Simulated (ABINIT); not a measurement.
# Beyond one shot: CsH (Fm-3m)

Wanted: G0W0 and self-consistent gaps of CsH (Fm-3m), with the cost of the cycles.

Program: ABINIT 10.8.3. Level of theory: LDA and many-body steps on it, plane waves. Results are calculated unless marked as measured.

The database entry behind the starting cell differs from later determinations by our own check (0.1 to 0.3 % short, probably kX units), so it need not match the best structure at ambient conditions.

## Step 1: Starting point

It takes space group Fm-3m (No. 225, cubic). Conventional cell: a = 6.376 Å, b = 6.376 Å, c = 6.376 Å, α = 90.00°, β = 90.00°, γ = 90.00°. Nearest to Cs lie 6 H at 3.19 Å. Nearest to H lie 6 Cs at 3.19 Å. Farther neighbours are not listed.

The cell and positions come from the Crystallography Open Database and are kept as given unless a step says otherwise. Spin-orbit coupling is left out unless a step names it.

## Step 2: Empty states on the mesh, 4×4×4 mesh, 51 bands

This step: ABINIT 10.8.3; DFT, LDA, plane waves, norm-conserving pseudopotentials.

The sums over transitions need many empty states on a uniform mesh; this step solves for them.

The input, run.abi:

```
acell 3*1.0 Angstrom
rprim 
  -0.000000000000 3.188000000000 3.188000000000
  3.188000000000 -0.000000000000 3.188000000000
  3.188000000000 3.188000000000 -0.000000000000
ntypat 2
znucl 55 1
natom 2
typat 1 2
xred 
  0.000000000000 0.000000000000 0.000000000000
  0.500000000000 0.500000000000 0.500000000000
pp_dirpath "pseudos"
pseudos "Cs.upf, H.upf"
ecut 31
ngkpt 4 4 4
nshiftk 1
shiftk 0 0 0
kptopt 1
chksymbreak 0
iscf -2
irdden 1
istwfk *1
nband 51
nbdbuf 4
tolwfr 1e-09
nstep 60
prtvol 0
indata_prefix "in"
outdata_prefix "out"
tmpdata_prefix "tmp"
```

On the command line:

```sh
> OMP_NUM_THREADS=1 mpirun -n 4 abinit run.abi > log
```

Numbers of over 12 decimals in the logs are rounded to 6 here.

Log:

```text
.Version 10.8.3 of ABINIT. v10.8.2 released Aug 2026.

 Symmetries : space group Fm -3 m (#225); Bravais cF (face-center cubic)
[... echo of the input left out ...]
== DATASET  1 ==================================================================
-   mpi_nproc: 4, omp_nthreads: 1 (-1 if OMP is not activated)

--- !DatasetInfo
iteration_state: {dtset: 1, }
dimensions: {natom: 2, nkpt: 8, mband: 51, nsppol: 1, nspinor: 1, nspden: 1, mpw: 3647, }
cutoff_energies: {ecut:  31.0, pawecutdg:  -1.0, }
[...]
1.07738    1.07738    1.15030    1.15030    1.16195    1.19516    1.19516    1.19516
   1.24777    1.24777    1.24777    1.33374    1.33374    1.33374    1.40700    1.40700
   1.40700    1.41736    1.41875
 prteigrs : prtvol=0 or 1, do not print more k-points.

== END DATASET(S) ==============================================================
================================================================================

 -outvars: echo values of variables after computation  --------
            nband          51
             nkpt           8
          spgroup         225
 [... the other variables as echoed above ...]

 Calculation completed.
```

Wall time 21 s (4 MPI ranks of Arm Neoverse N1, shared host); peak memory 0.28 GiB; 85 s of CPU time.

Numbers from this step:

- gap: 1.956 eV
- k of the valence top: 0.5, 0, 0
- k of the conduction bottom: 0.5, 0, 0
- least direct gap: 1.956 eV
- k points computed: 8
- lowest point of the top converged band, above the valence top: 33.25 eV

On this mesh the gap is 1.956 eV.

The density comes from a self-consistent run that is not shown.

## Step 3: Screening, 4×4×4 mesh, 47 bands, screening to 106.1 eV

The RPA dielectric matrix is built and inverted for each q.

This step: RPA screening on LDA, plane waves, norm-conserving pseudopotentials.

Changes to run.abi since step 2:

```diff
@@ -20,10 +20,11 @@
 chksymbreak 0
-iscf -2
-irdden 1
 istwfk *1
-nband 51
-nbdbuf 4
-tolwfr 1e-09
-nstep 60
-prtvol 0
+occopt 1
+irdwfk 1
+optdriver 3
+nband 47
+ecuteps 3.9
+inclvkb 2
+awtr 1
+symchi 1
 indata_prefix "in"
```

Log:

```text
.Version 10.8.3 of ABINIT. v10.8.2 released Aug 2026.

 Symmetries : space group Fm -3 m (#225); Bravais cF (face-center cubic)
[... echo of the input left out ...]
== DATASET  1 ==================================================================
-   mpi_nproc: 4, omp_nthreads: 1 (-1 if OMP is not activated)

--- !DatasetInfo
iteration_state: {dtset: 1, }
dimensions: {natom: 2, nkpt: 8, mband: 47, nsppol: 1, nspinor: 1, nspden: 1, mpw: 3647, }
cutoff_energies: {ecut:  31.0, pawecutdg:  -1.0, }
electrons: {nelect:   1.00000000E+01, charge:   0.00000000E+00, occopt:   1.00000000E+00, tsmear:   1.00000000E-02, }

 SCREENING: Calculation of the susceptibility and dielectric matrices

 Based on a program developped by R.W. Godby, V. Olevano, G. Onida, and L. Reining.
 Incorporated in ABINIT by V. Olevano, G.-M. Rignanese, and M. Torrent.
.Using double precision arithmetic ; gwpc =  8

[... cell and pseudopotentials left out ...]
--------------------------------------------------------------------------------

 ==== K-mesh for the wavefunctions ====
 Number of points in the irreducible wedge :     8
[... list of points left out ...]
 Together with 48 symmetry operations and time-reversal symmetry
 yields    64 points in the full Brillouin Zone.

 ==== Q-mesh for the screening function ====
 Number of points in the irreducible wedge :     8
[... list of points left out ...]
 Together with 48 symmetry operations and time-reversal symmetry
 yields    64 points in the full Brillouin Zone.

 setmesh: FFT mesh size selected  =    30x   30x   30
          total number of points  =        27000

 vcoul_init : cutoff-mode = AUXILIARY_FUNCTION
 q-points for optical limit:   1
     1)      0.000010    0.000020    0.000030

- screening: taking advantage of time-reversal symmetry
- Maximum band index for partially occupied states nbvw = 5
- Remaining bands to be divided among processors   nbcw = 42
- Number of bands treated by each node ~10

 Number of electrons calculated from density =   10.0000; Expected =   10.0000
 average of density, n =  0.022867
 r_s =    2.1856
 omega_plasma =   14.5870 [eV]

 calculating chi0 at frequencies [eV] :
  1    0.000000E+00    0.000000E+00
  2    0.000000E+00    1.458696E+01

--------------------------------------------------------------------------------
  q-point number  1        q = ( 0.000000, 0.000000, 0.000000) [r.l.u.]
--------------------------------------------------------------------------------
[... chi0 elements left out ...]
 For q-point:  0.000010 0.000020 0.000030
  dielectric constant =   3.2422
  dielectric constant without local fields =   3.7583

  Average fulfillment of the sum rule on Im[epsilon] for q-point    1 :     70.43  [%]
[... wings left out ...]
  q-point number  2        q = ( 0.250000, 0.000000, 0.000000) [r.l.u.]
--------------------------------------------------------------------------------
[... chi0 elements left out ...]
  Average fulfillment of the sum rule on Im[epsilon] for q-point    2 :     93.65  [%]

 [... 6 further q-points ...]
```

Wall time 12 s (4 MPI ranks); peak memory 0.62 GiB; 49 s of CPU time.

This step gave:

| Item | Value |
| --- | --- |
| ε∞ with local fields, on this mesh, along the program's q direction | 3.242 |
| the same without local fields | 3.758 |
| plasma frequency | 14.59 eV |
| plane waves in the screening matrix | 169 |

Local fields lower ε∞ by 14 %.

## Step 4: G0W0

The self-energy is evaluated for the states that the input lists, and the levels follow from it, in one-shot runs by the linearised quasiparticle equation.

This step: G0W0 on LDA, plane waves, norm-conserving pseudopotentials.

Changes to run.abi since step 3:

```diff
@@ -23,8 +23,17 @@
 irdwfk 1
-optdriver 3
+optdriver 4
 nband 47
+gwcalctyp 0
+ecutsigx 31
+symsigma 1
+nkptgw 2
+kptgw 
+  0.5000000000 0.0000000000 0.0000000000
+  0.0000000000 0.0000000000 0.0000000000
+bdgw 
+  3 8
+  2 8
 ecuteps 3.9
-inclvkb 2
-awtr 1
-symchi 1
+irdscr 1
+ppmodel 1
 indata_prefix "in"
```

Log:

```text
.Version 10.8.3 of ABINIT. v10.8.2 released Aug 2026.

 Symmetries : space group Fm -3 m (#225); Bravais cF (face-center cubic)
[... echo of the input left out ...]
== DATASET  1 ==================================================================
-   mpi_nproc: 4, omp_nthreads: 1 (-1 if OMP is not activated)

--- !DatasetInfo
iteration_state: {dtset: 1, }
dimensions: {natom: 2, nkpt: 8, mband: 47, nsppol: 1, nspinor: 1, nspden: 1, mpw: 3647, }
cutoff_energies: {ecut:  31.0, pawecutdg:  -1.0, }
electrons: {nelect:   1.00000000E+01, charge:   0.00000000E+00, occopt:   1.00000000E+00, tsmear:   1.00000000E-02, }

 SIGMA: Calculation of the GW corrections

 Based on a program developped by R.W. Godby, V. Olevano, G. Onida, and L. Reining.
 Incorporated in ABINIT by V. Olevano, G.-M. Rignanese, and M. Torrent.
.Using double precision arithmetic ; gwpc =  8

[... cell and pseudopotentials left out ...]
--------------------------------------------------------------------------------

 ==== K-mesh for the wavefunctions ====
 Number of points in the irreducible wedge :     8
[... list of points left out ...]
 Together with 48 symmetry operations and time-reversal symmetry
 yields    64 points in the full Brillouin Zone.

 ==== Q-mesh for screening function ====
 Number of points in the irreducible wedge :     8
[... list of points left out ...]
 Together with 48 symmetry operations and time-reversal symmetry
 yields    64 points in the full Brillouin Zone.

 vcoul_init : cutoff-mode = AUXILIARY_FUNCTION
 q-points for optical limit:   1
     1)      0.000010    0.000020    0.000030
 setmesh: FFT mesh size selected  =    45x   45x   45
          total number of points  =        91125

 Number of electrons calculated from density =   10.0000; Expected =   10.0000
 average of density, n =  0.022867
 r_s =    2.1856
 omega_plasma =   14.5870 [eV]

 === KS Band Gaps ===
  >>>> For spin  1
   Minimum direct gap =   1.9563 [eV], located at k-point      :   0.5000  0.0000  0.0000
   Fundamental gap    =   1.9563 [eV], Top of valence bands at :   0.5000  0.0000  0.0000
                                       Bottom of conduction at :   0.5000  0.0000  0.0000
 SIGMA fundamental parameters:
 PLASMON POLE MODEL  1
 number of plane-waves for SigmaX                 3647
 number of plane-waves for SigmaC and W            169
 number of plane-waves for wavefunctions          3647
 number of bands                                    47
 number of independent spin polarizations            1
 number of spinorial components                      1
 number of k-points in IBZ                           8
 number of q-points in IBZ                           8
 number of symmetry operations                      48
 number of k-points in BZ                           64
 number of q-points in BZ                           64
 number of frequencies for dSigma/dE                 9
 frequency step for dSigma/dE [eV]                0.25
 number of omega for Sigma on real axis              0
 max omega for Sigma on real axis  [eV]           0.00
 zcut for avoiding poles [eV]                     0.10

 EPSILON^-1 parameters (SCR file):
 dimension of the eps^-1 matrix on file            169
 dimension of the eps^-1 matrix used               169
 number of plane-waves for wavefunctions          3647
 number of bands                                    47
 number of q-points in IBZ                           8
 number of frequencies                               2
 number of real frequencies                          1
 number of imag frequencies                          1

 matrix elements of self-energy operator (all in [eV])

 Perturbative Calculation

--- !SelfEnergy_ee
iteration_state: {dtset: 1, }
kpoint     : [   0.500,    0.000,    0.000, ]
spin       : 1
KS_gap     :    1.956
QP_gap     :    4.019
Delta_QP_KS:    2.063
data: !SigmaeeData |
     Band     E0 <VxcDFT>   SigX SigC(E0)      Z dSigC/dE  Sig(E)    E-E0       E
        3  -6.239 -12.949 -17.428   2.583   0.782  -0.278 -14.432  -1.484  -7.723
        4  -6.239 -12.949 -17.428   2.583   0.782  -0.278 -14.432  -1.484  -7.723
        5   1.748 -10.145 -13.340   1.751   0.776  -0.289 -11.265  -1.121   0.627
        6   3.704  -6.808  -2.820  -2.856   0.833  -0.201  -5.866   0.942   4.646
        7   6.327  -8.086  -3.583  -3.019   0.823  -0.216  -6.865   1.221   7.548
        8   6.327  -8.086  -3.583  -3.019   0.823  -0.216  -6.865   1.221   7.548

--- !SelfEnergy_ee
iteration_state: {dtset: 1, }
kpoint     : [   0.000,    0.000,    0.000, ]
spin       : 1
KS_gap     :    6.878
QP_gap     :    9.324
Delta_QP_KS:    2.446
data: !SigmaeeData |
     Band     E0 <VxcDFT>   SigX SigC(E0)      Z dSigC/dE  Sig(E)    E-E0       E
[...]
6   6.764  -8.085  -3.323  -3.207   0.818  -0.223  -6.814   1.271   8.036
        7   6.764  -8.085  -3.323  -3.207   0.818  -0.223  -6.814   1.271   8.036
        8   6.764  -8.085  -3.323  -3.207   0.818  -0.223  -6.814   1.271   8.036

== END DATASET(S) ==============================================================
================================================================================

 -outvars: echo values of variables after computation  --------
           etotal      0.0000000000E+00
            nband          47
             nkpt           8
          spgroup         225
 [... the other variables as echoed above ...]

 Calculation completed.
```

Wall time 8.8 s (4 MPI ranks); peak memory 0.57 GiB.

Numbers from this step:

```yaml
g0w0_gap_on_the_points_computed: 4.019 eV
starting_gap_on_the_mesh: 1.956 eV
k_of_the_valence_top: 0.5, 0, 0
k_of_the_conduction_bottom: 0.5, 0, 0
z_at_the_valence_top: 0.776
z_at_the_conduction_bottom: 0.833
least_direct_g0w0_gap_on_the_computed_points: 4.019 eV
```

The gap on the mesh goes from 1.96 eV to 4.02 eV, a correction of +2.06 eV.

## Step 5: evGW0, cycle 1

This step: evGW0 on LDA, plane waves, norm-conserving pseudopotentials.

Changes to run.abi since step 4:

```diff
@@ -25,12 +25,24 @@
 nband 47
-gwcalctyp 0
+gwcalctyp 10
 ecutsigx 31
 symsigma 1
-nkptgw 2
+nkptgw 8
 kptgw 
+  0.0000000000 0.0000000000 0.0000000000
+  0.2500000000 0.0000000000 0.0000000000
   0.5000000000 0.0000000000 0.0000000000
-  0.0000000000 0.0000000000 0.0000000000
+  0.2500000000 0.2500000000 0.0000000000
+  0.5000000000 0.2500000000 0.0000000000
+  -0.2500000000 0.2500000000 0.0000000000
+  0.5000000000 0.5000000000 0.0000000000
+  -0.2500000000 0.5000000000 0.2500000000
 bdgw 
-  3 8
-  2 8
+  1 9
+  1 9
+  1 9
+  1 9
+  1 9
+  1 9
+  1 9
+  1 9
 ecuteps 3.9
```

Log:

```text
.Version 10.8.3 of ABINIT. v10.8.2 released Aug 2026.

 Symmetries : space group Fm -3 m (#225); Bravais cF (face-center cubic)
[... echo of the input left out ...]
== DATASET  1 ==================================================================
-   mpi_nproc: 4, omp_nthreads: 1 (-1 if OMP is not activated)

--- !DatasetInfo
iteration_state: {dtset: 1, }
dimensions: {natom: 2, nkpt: 8, mband: 47, nsppol: 1, nspinor: 1, nspden: 1, mpw: 3647, }
cutoff_energies: {ecut:  31.0, pawecutdg:  -1.0, }
electrons: {nelect:   1.00000000E+01, charge:   0.00000000E+00, occopt:   1.00000000E+00, tsmear:   1.00000000E-02, }

 SIGMA: Calculation of the GW corrections

 Based on a program developped by R.W. Godby, V. Olevano, G. Onida, and L. Reining.
 Incorporated in ABINIT by V. Olevano, G.-M. Rignanese, and M. Torrent.
.Using double precision arithmetic ; gwpc =  8

[... cell and pseudopotentials left out ...]
--------------------------------------------------------------------------------

 ==== K-mesh for the wavefunctions ====
 Number of points in the irreducible wedge :     8
[... list of points left out ...]
 Together with 48 symmetry operations and time-reversal symmetry
 yields    64 points in the full Brillouin Zone.

 ==== Q-mesh for screening function ====
 Number of points in the irreducible wedge :     8
[... list of points left out ...]
 Together with 48 symmetry operations and time-reversal symmetry
 yields    64 points in the full Brillouin Zone.

 vcoul_init : cutoff-mode = AUXILIARY_FUNCTION
 q-points for optical limit:   1
     1)      0.000010    0.000020    0.000030
 setmesh: FFT mesh size selected  =    45x   45x   45
          total number of points  =        91125

 Number of electrons calculated from density =   10.0000; Expected =   10.0000
[...]
QP_gap     :    6.315
Delta_QP_KS:    2.227
data: !SigmaeeData |
     Band     E_DFT   <VxcDFT>   E(N-1)  <Hhartree>   SigX  SigC[E(N-1)]    Z     dSigC/dE  Sig[E(N)]  DeltaE  E(N)_pert E(N)_diago
[...]
--- !SelfEnergy_ee
iteration_state: {dtset: 1, }
kpoint     : [  -0.250,    0.500,    0.250, ]
spin       : 1
KS_gap     :    4.665
QP_gap     :    6.861
Delta_QP_KS:    2.195
data: !SigmaeeData |
     Band     E_DFT   <VxcDFT>   E(N-1)  <Hhartree>   SigX  SigC[E(N-1)]    Z     dSigC/dE  Sig[E(N)]  DeltaE  E(N)_pert E(N)_diago
[...]
8     6.696    -7.694     6.696    14.390    -3.180    -3.084     0.823    -0.215    -6.517     1.177     7.873     8.126
        9    10.011   -10.229    10.011    20.240    -4.952    -3.463     0.786    -0.272    -8.803     1.426    11.437    11.825

 New Fermi energy :        9.443222E-02 Ha ,    2.569632E+00 eV
 New Exchange energy :    -3.204620E+00 Ha ,   -8.720214E+01 eV

 === QP Band Gaps ===
  >>>> For spin  1
   Minimum direct gap =   4.5322 [eV], located at k-point      :   0.5000  0.0000  0.0000
   Fundamental gap    =   4.5322 [eV], Top of valence bands at :   0.5000  0.0000  0.0000
                                       Bottom of conduction at :   0.5000  0.0000  0.0000

 writing QP data on file : out_QPS

 Convergence of QP corrections
 >>>>> For spin  1 <<<<<
.  kptgw no:  1; Maximum DeltaE = (  -1.480   0.001) for band index:  4
.  kptgw no:  2; Maximum DeltaE = (  -1.483   0.002) for band index:  2
.  kptgw no:  3; Maximum DeltaE = (  -1.496   0.001) for band index:  2
[...]
.  kptgw no:  7; Maximum DeltaE = (  -1.507   0.000) for band index:  2
.  kptgw no:  8; Maximum DeltaE = (  -1.499  -0.000) for band index:  3

== END DATASET(S) ==============================================================
================================================================================

 -outvars: echo values of variables after computation  --------
           etotal      0.0000000000E+00
            nband          47
             nkpt           8
          spgroup         225
 [... the other variables as echoed above ...]

 Calculation completed.
```

It took 57 s on 4 MPI ranks; peak memory 1 GiB.

This step gave:

| Item | Value |
| --- | --- |
| quasiparticle gap on the mesh | 4.532 eV |
| gap of the density functional on the mesh | 1.956 eV |
| k of the valence top | 0.5, 0, 0 |
| k of the conduction bottom | 0.5, 0, 0 |
| Z at the valence top | 0.776 |
| Z at the conduction bottom | 0.833 |
| least direct quasiparticle gap on the computed points | 4.532 eV |

Against G0W0 in ABINIT (4×4×4 mesh, 47 bands, screening to 106.1 eV, Godby-Needs plasmon pole), the gap moves by +0.513 eV. This first cycle still uses the starting levels; it takes the full correction, at all points of the mesh, and its linearised value is 4.019 eV.

## Step 6: evGW0, cycle 2

The corrected levels of the last cycle go back in.

Changes to run.abi since step 5:

```diff
@@ -50,2 +50,3 @@
 ppmodel 1
+irdqps 1
 indata_prefix "in"
```

Log:

```text
.Version 10.8.3 of ABINIT. v10.8.2 released Aug 2026.

 Symmetries : space group Fm -3 m (#225); Bravais cF (face-center cubic)
[... echo of the input left out ...]
== DATASET  1 ==================================================================
-   mpi_nproc: 4, omp_nthreads: 1 (-1 if OMP is not activated)

--- !DatasetInfo
iteration_state: {dtset: 1, }
dimensions: {natom: 2, nkpt: 8, mband: 47, nsppol: 1, nspinor: 1, nspden: 1, mpw: 3647, }
cutoff_energies: {ecut:  31.0, pawecutdg:  -1.0, }
[...]
.  kptgw no:  3; Maximum DeltaE = (  -1.840   0.099) for band index:  1
[...]
.  kptgw no:  7; Maximum DeltaE = (  -2.144   0.107) for band index:  1
.  kptgw no:  8; Maximum DeltaE = (  -2.001   0.028) for band index:  1

== END DATASET(S) ==============================================================
================================================================================

 -outvars: echo values of variables after computation  --------
           etotal      0.0000000000E+00
            nband          47
             nkpt           8
          spgroup         225
 [... the other variables as echoed above ...]

 Calculation completed.
```

Elapsed: 56 s, on 4 MPI ranks; peak memory 1 GiB.

This step gave:

| Item | Value |
| --- | --- |
| quasiparticle gap on the mesh | 4.354 eV |
| gap of the density functional on the mesh | 1.956 eV |
| k of the valence top | 0.5, 0, 0 |
| k of the conduction bottom | 0.5, 0, 0 |
| least direct quasiparticle gap on the computed points | 4.354 eV |

Against the cycle before, the gap moves by −0.178 eV.

[end of part 1 of 3]

[Paths, hosts, dates, memory and timing lines, banners, echoed tables and standing remarks are left out of the program output.]

[Logs are printed without paths, hosts, clocks, repeated set-up lines and the standing remarks that a program may print on its own settings, such as how far it seeks lower states.]

[Runs of the session that timed out or met a known fault of the program may be left out.]

[Hosts, paths, dates, database ids (printed as entryN), source tags and the programs' standing remarks are cut or masked in the printed files.]

[G0W0 gaps are taken among the corrected bands and points alone; a level outside them can change the order at an edge.]

[Where Ansatz stands beside ABINIT at settings called matched, ABINIT's density can come from a denser mesh and the files from another edition; pairs whose starting gaps differed by over 0.03 eV were left out, so agreement reads better than it is.]
